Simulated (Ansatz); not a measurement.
Consider KCrF3 (cubic perovskite) (Pm-3m).

The structure was built from a prototype and need not be the compound's stable phase.

```yaml
crystal:
  lattice:
    - [0.00000, -3.90089, 0.00000]
    - [0.00000, 0.00000, 3.90089]
    - [-3.90089, 0.00000, 0.00000]
  atoms:
    - { symbol: K, position: [0.00000, 0.00000, 0.00000] }
    - { symbol: Cr, position: [0.50000, 0.50000, 0.50000] }
    - { symbol: F, position: [0.50000, 0.50000, 0.00000] }
    - { symbol: F, position: [0.50000, 0.00000, 0.50000] }
    - { symbol: F, position: [0.00000, 0.50000, 0.50000] }
```

The structure was relaxed with LDA. The structure type comes from a generator and need not be one that this composition takes. The structure was generated from a model, not taken from a measurement. The runs that relaxed it are not among those shown. The program's search for lower electronic states was switched off, so nothing shows that the state found is the lowest. PAW set soft_2, made with PBE.

A constrained-RPA run (Ansatz 0.2.0; non-magnetic LDA; Cr d, bands v2 to c3, 4×4×4 mesh, medium accuracy) builds 5 functions on bands 3.8 eV wide, with 4.0 electrons in the window. The bare on-site interaction is 19.2 eV and the bare J 0.65 eV.

Estimate U, U′ and J.

On the Cr d shell, U = 6.93 eV (36 % of the bare value), U′ = 5.88 eV, J = 0.53 eV.

The parent state is non-magnetic and the interaction static (zero frequency); U depends on the window and the orbitals, so it belongs to this model alone.

[Paths, hosts, dates, memory and timing lines, banners, echoed tables and standing remarks are left out of the program output.]

[Logs are printed without paths, hosts, clocks, repeated set-up lines and the standing remarks that a program may print on its own settings, such as how far it seeks lower states.]

[Runs of the session that timed out or met a known fault of the program may be left out.]

[Hosts, paths, dates, database ids (printed as entryN), source tags and the programs' standing remarks are cut or masked in the printed files.]
